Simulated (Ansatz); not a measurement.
Two G0W0 runs on Cs4Cd3PbCl12 (ordered model alloy, started on the CsPbCl3 lattice) (Im-3m).

```yaml
crystal:
  lattice:
    - [-5.21250, 5.21250, 5.21250]
    - [5.21250, -5.21250, 5.21250]
    - [5.21250, 5.21250, -5.21250]
  atoms:
    - { symbol: Cs, position: [0.00000, 0.00000, 0.00000] }
    - { symbol: Cs, position: [0.50000, 0.50000, 0.00000] }
    - { symbol: Cs, position: [0.50000, 0.00000, 0.50000] }
    - { symbol: Cs, position: [0.00000, 0.50000, 0.50000] }
    - { symbol: Cd, position: [0.50000, 0.50000, 0.50000] }
    - { symbol: Pb, position: [0.00000, 0.00000, 0.50000] }
    - { symbol: Cd, position: [0.00000, 0.50000, 0.00000] }
    - { symbol: Cd, position: [0.50000, 0.00000, 0.00000] }
    - { symbol: Cl, position: [0.26142, 0.26142, 0.50000] }
    - { symbol: Cl, position: [0.73858, 0.73858, 0.50000] }
    - { symbol: Cl, position: [0.75000, 0.25000, 0.00000] }
    - { symbol: Cl, position: [0.25000, 0.75000, 0.00000] }
    - { symbol: Cl, position: [0.50000, 0.25000, 0.25000] }
    - { symbol: Cl, position: [0.00000, 0.73858, 0.23858] }
    - { symbol: Cl, position: [0.00000, 0.26142, 0.76142] }
    - { symbol: Cl, position: [0.50000, 0.75000, 0.75000] }
    - { symbol: Cl, position: [0.25000, 0.50000, 0.25000] }
    - { symbol: Cl, position: [0.73858, 0.00000, 0.23858] }
    - { symbol: Cl, position: [0.75000, 0.50000, 0.75000] }
    - { symbol: Cl, position: [0.26142, 0.00000, 0.76142] }
```

The structure was relaxed with LDA. The runs that relaxed it are not among those shown. Spin-orbit coupling is left out unless a run names it.

The first (Ansatz 0.2.0; start LDA, 2×2×2 mesh, 920 empty bands, screening to 80 eV, PAW set soft_1 files; 4 threads of Arm Neoverse V1, shared host) gave, on its mesh: starting gap 2.36 eV, G0W0 gap 3.93 eV, RPA ε∞ (mean) 3.79, 6.9 min.

The second changes empty bands from 920 to 375 and screening cutoff (eV) from 80.0 to 44. What does it give?

It gave: starting gap 2.36 eV, G0W0 gap 4.00 eV, RPA ε∞ (mean) 3.79, 98 s. The G0W0 gap moves by +0.07 eV, +0.00 eV from the start and +0.07 eV from the correction. Σc changes by +0.31 eV at the valence top and +0.38 eV at the conduction bottom, and Σx − Vxc between them by +0.00 eV.

Limits: not at the basis limit; d shell near the gap, gap tends to lie low; no spin-orbit coupling.

[Paths, hosts, dates, memory and timing lines, banners, echoed tables and standing remarks are left out of the program output.]

[Logs are printed without paths, hosts, clocks, repeated set-up lines and the standing remarks that a program may print on its own settings, such as how far it seeks lower states.]

[Runs of the session that timed out or met a known fault of the program may be left out.]

[Cells called generated may have been cut or substituted from an entry of the Crystallography Open Database or the Materials Project.]

[Hosts, paths, dates, database ids (printed as entryN), source tags and the programs' standing remarks are cut or masked in the printed files.]
